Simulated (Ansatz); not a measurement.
# InSe (R3m): zone-centre modes under pressure

Wanted: Grüneisen parameters and pressure coefficients of the modes of InSe (R3m).

Program: Ansatz 0.2.0. Level of theory: DFT LDA, scalar-relativistic, plane waves, PAW; PAW set soft_1. Results are calculated unless marked as measured.

Report form: the programs' logs are mostly left out.

The database entry behind the starting cell differs from later determinations by our own check (c about 1.5 % long), so it need not match the best structure at ambient conditions.

**1. Starting point**

It takes space group R3m (No. 160, trigonal). Conventional cell: a = 4.000 Å, b = 4.000 Å, c = 25.320 Å, α = 90.00°, β = 90.00°, γ = 120.00°. Nearest to Se lie 3 In at 2.64 Å. Nearest to Se lie 3 In at 2.63 Å. Nearest to In lie 3 Se at 2.64 Å and 1 In at 2.82 Å. In has 3 Se at 2.63 Å and 1 In at 2.82 Å nearest. Farther neighbours and most contacts between anions are not listed.

**2. Relaxation**

Harmonic phonons are second derivatives at a point where the forces vanish, and they are wanted at zero stress, so atoms and cell are relaxed first.

The input, input.yaml:

```yaml
crystal:
  lattice:
    - [2.0, 1.1547005384, 8.44]
    - [-2.0, 1.1547005384, 8.44]
    - [0.0, -2.3094010768, 8.44]
  atoms:
    - { symbol: Se, position: [0.3835, 0.3835, 0.3835] }
    - { symbol: Se, position: [0.1719, 0.1719, 0.1719] }
    - { symbol: In, position: [1.0, 0.0, 0.0] }
    - { symbol: In, position: [0.8886, 0.8886, 0.8886] }
kpoints:
  mp_grid: { grid: [12, 12, 12] }
hamiltonian:
  xc: lda
  pseudopotentials: { kind: paw, azcp: { folder: soft_1 }, xc_functional: pbe }
scf:
  occupations: { method: gaussian, width: 0.01 }
output:
  forces: true
  stress: true
  eigenvalues: true
  write_density: true
  write_potential: true
  elf: true
  volumetric_format: npy
relax:
  adjacent_minimum: "off"
  f_tol: 0.005
  max_steps: 80
  cell: { stress_tol: 0.05 }
```

Run with:

```sh
$ ansatz run input.yaml --threads 4 --pin off --max-ram 16384MiB --backend cpu --events-out ev --progress --plain --runs-dir out
```

Run time: 40 s. Hardware: 4 threads of AMD EPYC 9R45, shared host; peak memory 0.92 GiB.

Step by step:

| step | energy less that of the first step (eV) | largest force component (eV/Å) | pressure (GPa) | volume (Å³) |
| --- | --- | --- | --- | --- |
| 1 | 0.0000 | 0.2367 | -1.50 | 116.95 |
| 2 | 0.0726 | 1.2395 | 1.89 | 110.06 |
| 3 | -0.0252 | 0.1045 | -0.42 | 113.60 |
| 4 | -0.0313 | 0.0484 | 0.14 | 110.58 |
| 5 | -0.0319 | 0.0172 | 0.07 | 111.21 |
| 6 | -0.0320 | 0.0011 | 0.00 | 111.17 |
| 7* | -0.0314 | 0.0012 | 0.00 | 111.17 |

Relaxation steps marked * repeat the geometry before them on a plane-wave basis chosen anew for their cell, so energy and pressure can jump there. Relaxation step 2 was tried and not accepted.

The run keeps the 6 symmetry operations that it works with, so distortions that break them were not tested.

```csv
"conventional cell, symmetrised",before,after,change
a (Å),4.000,3.973,-0.7 %
b (Å),4.000,3.973,-0.7 %
c (Å),25.320,24.400,-3.6 %
volume (Å³/atom),29.24,27.79,-4.9 %
```

The atoms that moved most (Å, as changes of fractional coordinates times the final cell):

| atom | dx | dy | dz | length |
| --- | --- | --- | --- | --- |
| Se2 | 0.000 | 0.000 | -0.057 | 0.057 |
| Se1 | 0.000 | 0.000 | 0.056 | 0.056 |
| In3 | 0.000 | 0.000 | 0.013 | 0.013 |
| In4 | 0.000 | 0.000 | -0.012 | 0.012 |

Final coordinates:

```xyz
4
Lattice="1.9864 1.1469 8.1333 -1.9864 1.1469 8.1333 0.0000 -2.2937 8.1333" Properties=species:S:1:pos:R:3 pbc="T T T"
Se    0.0000    0.0000    9.4138
Se    0.0000    0.0000    4.1371
In    1.9864    1.1469    8.1458
In    0.0000    0.0000   21.6700
```

This step gave:

| Item | Value |
| --- | --- |
| pressure | -0.002412 GPa |
| gap on the k-mesh | 0.1999 eV |
| volume per atom | 27.79 Å³ |

Electrostatic potential energy in the ac plane of the conventional cell at fractional y = 0.333, with atoms of Se and In within 0.2 Å of it. With pseudopotentials it is smooth inside the atoms' cores, unlike the true potential.

Ten even steps from '0' (-27 eV) to '9' (12 eV), each cell a mean:
```
88888875666568
99999864677558
99999999888999
99889999999999
88788999999999
88788899999999
99999999999999
88888999999999
88788899999999
98889999999999
99999999999999
99899999999999
88888864222368
89999740000037
99999987666789
89999851000147
88888862111257
98889999999999
99999999999999
99999865676568
88888865666568
88788899999999
99999999999999
88888999999999
```
Columns run along a (4.0 Å; values clipped at the 3rd and 97th percentile), rows up along c (24.4 Å), edges of the conventional cell, whose origin can differ from the input's. Atoms in or near the plane, at fractional coordinates: Se at (0.67, 0.95), Se at (0.67, 0.16), In at (0.67, 0.33), In at (0.67, 0.45).

ELF in the ac plane of the conventional cell at fractional y = 0.333, with atoms of Se and In within 0.2 Å of it. It is the smooth field of the valence electrons, not physical close to the nuclei.

Values, 24 rows by 14 columns, each cell a mean:
```
0.36 0.23 0.19 0.21 0.33 0.52 0.67 0.69 0.60 0.53 0.58 0.68 0.68 0.57
0.44 0.18 0.09 0.14 0.38 0.64 0.77 0.73 0.56 0.44 0.51 0.70 0.77 0.69
0.13 0.13 0.14 0.13 0.12 0.18 0.31 0.47 0.57 0.61 0.58 0.49 0.36 0.22
0.50 0.62 0.67 0.64 0.53 0.36 0.18 0.06 0.03 0.03 0.03 0.06 0.15 0.31
0.48 0.53 0.54 0.53 0.49 0.39 0.25 0.11 0.05 0.03 0.04 0.10 0.22 0.36
0.24 0.24 0.24 0.24 0.24 0.22 0.16 0.09 0.04 0.03 0.04 0.07 0.14 0.21
0.30 0.34 0.35 0.35 0.31 0.24 0.15 0.07 0.03 0.02 0.03 0.06 0.12 0.21
0.25 0.25 0.25 0.25 0.25 0.22 0.16 0.08 0.04 0.03 0.03 0.07 0.14 0.21
0.42 0.46 0.47 0.46 0.43 0.36 0.24 0.11 0.05 0.03 0.04 0.10 0.21 0.33
0.54 0.64 0.67 0.65 0.57 0.42 0.23 0.08 0.03 0.02 0.03 0.07 0.19 0.37
0.14 0.18 0.20 0.19 0.15 0.10 0.05 0.02 0.01 0.01 0.01 0.02 0.05 0.09
0.49 0.56 0.59 0.57 0.50 0.38 0.24 0.13 0.10 0.09 0.09 0.12 0.19 0.34
0.49 0.57 0.59 0.58 0.51 0.38 0.26 0.21 0.17 0.16 0.17 0.20 0.24 0.33
0.23 0.21 0.20 0.21 0.23 0.25 0.26 0.19 0.09 0.06 0.07 0.17 0.25 0.25
0.24 0.10 0.05 0.08 0.21 0.36 0.43 0.41 0.38 0.36 0.37 0.40 0.43 0.39
0.23 0.17 0.15 0.16 0.22 0.26 0.27 0.21 0.13 0.10 0.11 0.19 0.26 0.26
0.43 0.52 0.54 0.53 0.46 0.33 0.24 0.19 0.14 0.12 0.14 0.18 0.23 0.29
0.55 0.64 0.66 0.64 0.56 0.42 0.26 0.14 0.11 0.11 0.11 0.13 0.21 0.36
0.13 0.18 0.21 0.19 0.15 0.15 0.22 0.33 0.41 0.45 0.43 0.35 0.24 0.15
0.39 0.15 0.07 0.11 0.33 0.60 0.75 0.76 0.64 0.56 0.62 0.74 0.77 0.66
0.40 0.24 0.18 0.21 0.36 0.57 0.71 0.70 0.55 0.45 0.51 0.67 0.72 0.63
0.24 0.25 0.26 0.25 0.24 0.26 0.30 0.35 0.37 0.38 0.38 0.35 0.31 0.27
0.31 0.38 0.41 0.39 0.33 0.22 0.12 0.06 0.04 0.03 0.04 0.05 0.10 0.19
0.25 0.27 0.28 0.27 0.25 0.24 0.24 0.26 0.28 0.29 0.28 0.27 0.24 0.23
```
Columns run along a (4.0 Å), rows up along c (24.4 Å), edges of the conventional cell, whose origin can differ from the input's. Atoms in or near the plane, at fractional coordinates: Se at (0.67, 0.95), Se at (0.67, 0.16), In at (0.67, 0.33), In at (0.67, 0.45).

Valence density in the ac plane of the conventional cell at fractional y = 0.333, with atoms of Se and In within 0.2 Å of it. It is the smooth field of the valence electrons, not physical close to the nuclei.

Values in e/Å³, 24 rows by 14 columns, each cell a mean:
```
 0  0  0  0  0  0  0  1  3  6  4  1  1  0
 0  0  0  0  0  0  1  2 11 24 14  3  1  0
 0  0  0  0  0  0  0  0  0  0  0  0  0  0
 0  0  0  0  0  0  0  0  0  0  0  0  0  0
 0  0  0  0  0  0  0  0  0  0  0  0  0  0
 0  0  0  0  0  0  0  0  0  0  0  0  0  0
 0  0  0  0  0  0  0  0  0  0  0  0  0  0
 0  0  0  0  0  0  0  0  0  0  0  0  0  0
 0  0  0  0  0  0  0  0  0  0  0  0  0  0
 0  0  0  0  0  0  0  0  0  0  0  0  0  0
 0  0  0  0  0  0  0  0  0  0  0  0  0  0
 0  0  0  0  0  0  0  0  0  0  0  0  0  0
 0  0  0  0  0  0  0  1  2  3  2  1  0  0
 0  0  0  0  0  0  1  3  5  7  6  3  1  0
 0  0  0  0  0  0  0  0  0  1  0  0  0  0
 0  0  0  0  0  0  1  2  4  6  5  2  1  0
 0  0  0  0  0  0  0  2  3  4  4  2  1  0
 0  0  0  0  0  0  0  0  0  0  0  0  0  0
 0  0  0  0  0  0  0  0  0  0  0  0  0  0
 0  0  0  0  0  0  0  1  7 16 10  2  1  0
 0  0  0  0  0  0  1  1  6 14  9  2  1  0
 0  0  0  0  0  0  0  0  0  0  0  0  0  0
 0  0  0  0  0  0  0  0  0  0  0  0  0  0
 0  0  0  0  0  0  0  0  0  0  0  0  0  0
```
Columns run along a (4.0 Å), rows up along c (24.4 Å), edges of the conventional cell, whose origin can differ from the input's. Atoms in or near the plane, at fractional coordinates: Se at (0.67, 0.95), Se at (0.67, 0.16), In at (0.67, 0.33), In at (0.67, 0.45).

In this step the volume went from 29.24 to 27.79 Å³/atom.

**3. Tight relaxation**

Phonons need small forces and stress, so the relaxation is finished with tight tolerances on 12×12×12 k points.

input.yaml, the sections that differ from step 2:

```yaml
crystal:
  lattice:
    - [1.9864101554, 1.146854438, 8.1333062922]
    - [-1.9864101554, 1.146854438, 8.1333062922]
    - [0.0, -2.2937088759, 8.1333062922]
  atoms:
    - { symbol: Se, position: [0.3858130423, 0.3858130423, 0.3858130423] }
    - { symbol: Se, position: [0.1695548991, 0.1695548991, 0.1695548991] }
    - { symbol: In, position: [1.0005128556, 0.0005128556, 0.0005128556] }
    - { symbol: In, position: [0.888119203, 0.888119203, 0.888119203] }
output:
  forces: true
  stress: true
  eigenvalues: true
relax:
  adjacent_minimum: "off"
  f_tol: 0.001
  max_steps: 60
  cell: { stress_tol: 0.01 }
# kpoints, hamiltonian, scf: as in step 2
```

It took 17 s on 4 threads; peak memory 0.88 GiB.

Little changed from the start: no atom moved by 0.005 Å and no cell edge by 0.1 %.

Numbers from this step:

- pressure: 5.79e-4 GPa
- gap on the k-mesh: 0.1967 eV
- volume per atom: 27.78 Å³

The largest force component left is 0.48 meV/Å and the pressure is 0.001 GPa, within the tolerances set. The cell now holds 27.78 Å³/atom.

**4. Modes at rest**

Phonons follow from the second derivative of the energy, found here by linear response.

The modes at rest are the reference of the series.

input.yaml, the sections that differ from step 3:

```yaml
crystal:
  lattice:
    - [1.9866491153, 1.1469924015, 8.1289795169]
    - [-1.9866491153, 1.1469924015, 8.1289795169]
    - [0.0, -2.293984803, 8.1289795169]
  atoms:
    - { symbol: Se, position: [0.3858495684, 0.3858495684, 0.3858495684] }
    - { symbol: Se, position: [0.1695205505, 0.1695205505, 0.1695205505] }
    - { symbol: In, position: [1.0005343288, 0.0005343288, 0.0005343288] }
    - { symbol: In, position: [0.8880955523, 0.8880955523, 0.8880955523] }
output:
  eigenvalues: true
phonons:
  method: dfpt
# kpoints, hamiltonian, scf: as in step 3
# relax: removed
```

Wall time 5.2 min (4 threads); peak memory 5.4 GiB.

This step gave:

| Quantity | Value |
| --- | --- |
| sum-rule residual before enforcement | 6.50e-5 eV/Å² |
| point group | 3m |
| highest optical mode at the zone centre (no LO-TO term) | 227.2 cm⁻¹ |
| lowest optical zone-centre mode | 40.05 cm⁻¹ |

Without the LO-TO term. Patterns of degenerate modes are one choice out of their space. The modes at Γ (shares of kinetic energy by element, %):

```
mode  frequency (cm⁻¹)  symmetry  Se %  In %
   1               0.0  acoustic    41    59
   2               0.0  acoustic    41    59
   3               0.0  acoustic    41    59
   4              40.0         E    37    63
   5              40.0         E    37    63
   6             114.2        A1    70    30
   7             175.9         E    62    38
   8             175.9         E    62    38
   9             178.4         E    60    40
  10             178.4         E    60    40
  11             190.2        A1    59    41
  12             227.2        A1    30    70
```

Displacements in mode 5 (40.0 cm⁻¹), the largest set to 1:
```
Se1 -0.92  0.04  0.00
Se2  0.91 -0.04  0.00
In3 -0.99  0.05  0.00
In4  1.00 -0.05  0.00
```

Displacements in mode 11 (190.2 cm⁻¹), the largest set to 1:
```
Se1  0.00  0.00  1.00
Se2  0.00  0.00  0.99
In3  0.00  0.00 -0.71
In4  0.00  0.00 -0.66
```

Before it was imposed, the acoustic sum rule was missed by 6.5e-5 eV/Å². Small misses are needed for a sound result but don't prove that mesh and cutoff are converged. The lowest optical mode is real, 40.0 cm⁻¹.

**5. Relaxation of a member: 1.06 times the volume at rest**

The cell is set to 1.06 times the volume at rest, and shape and atoms relax at that volume.

input.yaml, the sections that differ from step 4:

```yaml
crystal:
  lattice:
    - [2.0111708384, 1.1611500249, 8.407876125]
    - [-2.0111708384, 1.1611500249, 8.407876125]
    - [0.0, -2.3223000498, 8.407876125]
  atoms:
    - { symbol: Se, position: [0.3829472037, 0.3829472037, 0.3829472037] }
    - { symbol: Se, position: [0.1723948881, 0.1723948881, 0.1723948881] }
    - { symbol: In, position: [0.9993089252, -0.0006910748, -0.0006910748] }
    - { symbol: In, position: [0.889348983, 0.889348983, 0.889348983] }
output:
  forces: true
  stress: true
  eigenvalues: true
relax:
  adjacent_minimum: "off"
  f_tol: 0.001
  max_steps: 60
  cell: { stress_tol: 0.01, fix: [volume] }
# kpoints, hamiltonian, scf: as in step 4
# phonons: removed
```

The job ended after 30 s (4 threads; peak memory 0.9 GiB).

The steps of the relaxation:

| step | energy less that of the first step (eV) | largest force component (eV/Å) | pressure (GPa) | volume (Å³) |
| --- | --- | --- | --- | --- |
| 1 | 0.0000 | 0.1392 | -1.79 | 117.81 |
| 2 | 0.0037 | 0.1879 | -0.44 | 117.81 |
| 3 | -0.0046 | 0.0007 | -1.17 | 117.81 |
| 4 | -0.0049 | 0.0065 | -1.09 | 117.81 |
| 5 | -0.0049 | 0.0001 | -1.08 | 117.81 |
| 6* | -0.0049 | 0.0002 | -1.08 | 117.81 |

Relaxation steps marked * repeat the geometry before them on a plane-wave basis chosen anew for their cell, so energy and pressure can jump there. Relaxation step 2 was tried and not accepted.

Forces are held to the 6 operations that the run works with; a distortion that breaks them can't arise in this run.

```csv
"conventional cell, symmetrised",before,after,change
a (Å),4.022,4.003,-0.5 %
b (Å),4.022,4.003,-0.5 %
c (Å),25.224,25.474,+1.0 %
volume (Å³/atom),29.45,29.45,+0.0 %
```

The atoms that moved most (Å, as changes of fractional coordinates times the final cell):

| atom | dx | dy | dz | length |
| --- | --- | --- | --- | --- |
| Se1 | 0.000 | 0.000 | -0.043 | 0.043 |
| Se2 | 0.000 | 0.000 | 0.043 | 0.043 |
| In4 | 0.000 | 0.000 | 0.021 | 0.021 |
| In3 | 0.000 | 0.000 | -0.021 | 0.021 |

This step gave:

```yaml
pressure: -1.082 GPa
gap_on_the_k_mesh: 0.3010 eV
volume_per_atom: 29.45 Å³
```

The largest force component left is 0.16 meV/Å, at a pressure of -1.08 GPa.

**6. Modes of this member: 1.06 times the volume at rest**

The zone-centre modes follow for 1.06 times the volume at rest.

input.yaml, the sections that differ from step 5:

```yaml
crystal:
  lattice:
    - [2.0012746182, 1.1554364395, 8.4912349189]
    - [-2.0012746182, 1.1554364395, 8.4912349189]
    - [0.0, -2.310872879, 8.4912349189]
  atoms:
    - { symbol: Se, position: [0.3812604113, 0.3812604113, 0.3812604113] }
    - { symbol: Se, position: [0.1740742914, 0.1740742914, 0.1740742914] }
    - { symbol: In, position: [0.9984962365, -0.0015037635, -0.0015037635] }
    - { symbol: In, position: [0.8901690608, 0.8901690608, 0.8901690608] }
scf:
  occupations: { method: fixed }
output:
  eigenvalues: true
phonons:
  method: dfpt
# kpoints, hamiltonian: as in step 5
# relax: removed
```

Wall time 5.2 min (4 threads); peak memory 5.7 GiB.

Numbers from this step:

```yaml
sum_rule_residual_before_enforcement: 6.48e-5 eV/Å²
highest_optical_mode_at_the_zone_centre_no_lo_to_term: 223.1 cm⁻¹
lowest_optical_zone_centre_mode: 38.55 cm⁻¹
```

Without the LO-TO term. Patterns of degenerate modes are one choice out of their space. Modes at Γ, with each element's share of the kinetic energy:

```csv
mode,frequency (cm⁻¹),symmetry,Se %,In %
1,0.0,acoustic,41,59
2,0.0,acoustic,41,59
3,0.0,acoustic,41,59
4,38.5,E,38,62
5,38.5,E,38,62
6,105.9,A1,70,30
7,171.3,E,62,38
8,171.3,E,62,38
9,174.4,E,59,41
10,174.4,E,59,41
11,188.9,A1,59,41
12,223.1,A1,30,70
```

Without the LO-TO term the lowest optical mode is real, 38.5 cm⁻¹, and the highest lies at 223.1 cm⁻¹.

**7. A member of the series: 0.9 times the volume at rest**

The cell is set to 0.9 times the volume at rest, and shape and atoms relax at that volume.

The input, input.yaml:

```yaml
crystal:
  lattice:
    - [1.92895109, 1.1136804311, 7.7602987946]
    - [-1.92895109, 1.1136804311, 7.7602987946]
    - [0.0, -2.2273608622, 7.7602987946]
  atoms:
    - { symbol: Se, position: [0.3902128131, 0.3902128131, 0.3902128131] }
    - { symbol: Se, position: [0.1652659259, 0.1652659259, 0.1652659259] }
    - { symbol: In, position: [1.0016790334, 0.0016790334, 0.0016790334] }
    - { symbol: In, position: [0.8868422276, 0.8868422276, 0.8868422276] }
kpoints:
  mp_grid: { grid: [12, 12, 12] }
hamiltonian:
  xc: lda
  pseudopotentials: { kind: paw, azcp: { folder: soft_1 }, xc_functional: pbe }
scf:
  occupations: { method: gaussian, width: 0.01 }
output:
  forces: true
  stress: true
  eigenvalues: true
relax:
  adjacent_minimum: "off"
  f_tol: 0.001
  max_steps: 60
  cell: { stress_tol: 0.01, fix: [volume] }
```

It took 26 s on 4 threads; peak memory 0.84 GiB; 1.7 min of CPU time.

(Part 1 of 2 ends here.)

[Logs are printed without paths, hosts, clocks, repeated set-up lines and the standing remarks that a program may print on its own settings, such as how far it seeks lower states.]

[Hosts, paths, dates, database ids (printed as entryN), source tags and the programs' standing remarks are cut or masked in the printed files.]
